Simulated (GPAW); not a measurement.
# Screening of a field by 2H-VSeTe monolayer, part 2 of 2

Aim: the dipole that a field along the normal induces in 2H-VSeTe monolayer.

GPAW 26.7.0; GPAW, PAW setups; layer in a repeated cell with vacuum, relaxation of atoms and in-plane cell (the session's first sound run).

So far. Step 5 (Field on): The dipole is now -0.0613 e Å, against -0.028 in the run without a field. Step 8 (In a field): The dipole is now 0.00627 e Å, against -0.028 in the run without a field.

### Step 9. In a field

Level of this step: GPAW, PAW setups; slab in vacuum (GPAW).

run.py

```python
import json
import numpy as np
from ase import Atoms
from gpaw import GPAW, PW
from gpaw.external import ConstantElectricField

slab = Atoms(
    ['Te', 'V', 'Se'],
    positions=[
        [0.00000, 2.00586, 9.00000],
        [-0.00000, -0.00000, 10.83901],
        [0.00000, 2.00586, 12.33867]],
    cell=[[3.47424, 0.0, 0.0], [-1.73712, 3.00878, 0.0], [0.0, 0.0, 21.3387]],
    pbc=[True, True, False],
    magmoms=[0.0, 1.0, 0.0])

slab.calc = GPAW(mode=PW(400), xc='PBE', kpts={'size': (9, 9, 1), 'gamma': True},
                 occupations={'name': 'fermi-dirac', 'width': 0.05}, nbands='160%',
                 convergence={'density': 1e-05}, maxiter=200,
                 poissonsolver={'dipolelayer': 'xy'},
                 external=ConstantElectricField(0.2, [0, 0, 1]),
                 symmetry={'tolerance': 1e-3}, txt='slab.txt')
result = {}
energy = slab.get_potential_energy()
fermi = slab.calc.get_fermi_level()
v = slab.calc.get_electrostatic_potential().mean((0, 1)) - fermi
n = slab.calc.get_pseudo_density().mean((0, 1))
L = slab.cell[2, 2]
z = np.arange(len(v)) * L / len(v)
low, high = slab.positions[:, 2].min(), slab.positions[:, 2].max()
below, above = np.interp([low - 6.8, high + 6.8], z, v)
slopes = [np.interp(x, z, np.gradient(v, z)) for x in (low - 6.8, high + 6.8)]
eps = np.array([[slab.calc.get_eigenvalues(k, s) for k in range(len(slab.calc.get_ibz_k_points()))]
                for s in range(slab.calc.get_number_of_spins())]) - fermi
top, bottom = eps[eps < 0].max(), eps[eps > 0].min()
dipole = slab.get_dipole_moment()[2]
print(f'energy {energy:.4f} eV, Fermi level {fermi:.4f} eV, dipole {dipole:.5f} e A')
print(f'potential 6.8 A off the faces, from the Fermi level: lower {below:.4f} eV, upper {above:.4f} eV')
print(f'slope of the potential there: lower {slopes[0]:.5f}, upper {slopes[1]:.5f} eV/A')
print(f'nearest levels on the mesh: {top:.4f} and {bottom:.4f} eV')
print('magnetic moment', round(slab.get_magnetic_moment(), 3))
result.update(energy=energy, fermi=fermi, dipole=dipole, below=below, above=above, slopes=slopes, edges=[top, bottom],
              z=z.tolist(), v=v.tolist(), n=n.tolist(), positions=slab.positions.tolist(),
              forces=slab.get_forces(apply_constraint=False).tolist(), moments=slab.get_magnetic_moments().tolist())
json.dump(result, open('result.json', 'w'))
```

The run is started by

```
OMP_NUM_THREADS=1 OPENBLAS_NUM_THREADS=1 python run.py
```

Output:

```text
energy -16.6911 eV, Fermi level -1.4455 eV, dipole 0.04011 e A
potential 6.8 A off the faces, from the Fermi level: lower 5.4393 eV, upper 4.7448 eV
slope of the potential there: lower 0.00006, upper -0.00004 eV/A
nearest levels on the mesh: -0.0346 and 0.0818 eV
magnetic moment 0.969
```

Elapsed: 2.5 min, on 1 thread of Intel Xeon at 2.60GHz (Ice Lake), shared host; peak memory 0.37 GiB.

The dipole is now 0.0401 e Å, against -0.028 in the run without a field.

### Step 10. In a field

Edit run.py of step 9 so:

```diff
@@ -20,3 +20,3 @@
                  poissonsolver={'dipolelayer': 'xy'},
-                 external=ConstantElectricField(0.2, [0, 0, 1]),
+                 external=ConstantElectricField(0.3, [0, 0, 1]),
                  symmetry={'tolerance': 1e-3}, txt='slab.txt')
```

Output:

```text
energy -16.6967 eV, Fermi level -1.4523 eV, dipole 0.07400 e A
potential 6.8 A off the faces, from the Fermi level: lower 5.7442 eV, upper 4.4631 eV
slope of the potential there: lower 0.00005, upper -0.00004 eV/A
nearest levels on the mesh: -0.0297 and 0.0787 eV
magnetic moment 0.967
```

Elapsed: 2.6 min, on 1 thread; peak memory 0.37 GiB.

The dipole is now 0.0740 e Å, against -0.028 in the run without a field.

### Step 11. The series

The members are put on one axis.

This step: induced dipole against applied field (GPAW 26.7.0).

The dipole along the normal by field:

```
field (V/Å)  dipole along the normal (e·Å)
     -0.200                        -0.0951
     -0.100                        -0.0613
     -0.050                        -0.0444
      0.000                        -0.0277
      0.050                        -0.0106
      0.100                        0.00627
      0.200                         0.0401
      0.300                         0.0740
```

### Step 12. A changed run

One more run, with changed settings.

This step: GPAW, PAW setups; slab in vacuum (GPAW 26.7.0).

Edit run.py of step 10 so:

```diff
@@ -4,3 +4,2 @@
 from gpaw import GPAW, PW
-from gpaw.external import ConstantElectricField
 
@@ -17,6 +16,5 @@
 slab.calc = GPAW(mode=PW(400), xc='PBE', kpts={'size': (9, 9, 1), 'gamma': True},
-                 occupations={'name': 'fermi-dirac', 'width': 0.05}, nbands='160%',
-                 convergence={'density': 1e-05}, maxiter=200,
+                 occupations={'name': 'fermi-dirac', 'width': 1.0}, nbands='160%',
+                 convergence={'density': 1e-05}, maxiter=50,
                  poissonsolver={'dipolelayer': 'xy'},
-                 external=ConstantElectricField(0.3, [0, 0, 1]),
                  symmetry={'tolerance': 1e-3}, txt='slab.txt')
```

Output:

```text
energy -16.6050 eV, Fermi level -1.3736 eV, dipole -0.01932 e A
potential 6.8 A off the faces, from the Fermi level: lower 5.0619 eV, upper 5.3988 eV
slope of the potential there: lower -0.03132, upper 0.02355 eV/A
nearest levels on the mesh: -0.0270 and 0.0047 eV
magnetic moment -0.0
```

It took 56 s on 1 thread; peak memory 0.26 GiB.

The run finished. A setting was moved off its sound value on purpose, so it serves as a test and not as the result.

The fault put into the input: a smearing of electronvolts (width = 1.0).

Side by side:

```
                     quantity   this run  sound run  difference
dipole along the normal (e·Å)  -0.019318  -0.027733     0.00841
 sum of the site moments (μB)  -4.717e-6    0.83266      -0.833
```

One result that differs is the sum of the site moments, -4.7e-6 μB against 0.833 μB.

### Step 13. Outcome

* work function, upper and lower face: 5.312 and 4.835 eV
* dipole along the normal: -0.0277 e Å
* induced dipole per field: 0.338 e Å per V/Å
* out-of-plane polarisability per area, α/(ε0 A): 5.85 Å

The field induces 0.338 e Å per V/Å, a polarisable thickness α/(ε0 A) of 5.85 Å beside 3.34 Å between the outermost nuclei. A perfect conductor would give the distance between its two image planes; a dielectric of thickness t gives t(1 - 1/ε). The two faces differ by 0.48 eV, the step that the slab's dipole makes (e p/(ε0 A) gives 0.48 eV), so the dipole layer is needed. The induced dipole is linear in the field over this range. The relaxation of atoms and cell ran in a fully periodic cell without the dipole layer, so the atoms of this polar layer felt a small spurious field. One magnetic start was tried; another order may lie lower. The layer's cell and atoms come from the relaxation; spin-orbit coupling and temperature are left out.

[Logs are printed without paths, hosts, clocks, repeated set-up lines and the standing remarks that a program may print on its own settings, such as how far it seeks lower states.]

[Hosts, paths, dates, database ids (printed as entryN), source tags and the programs' standing remarks are cut or masked in the printed files.]
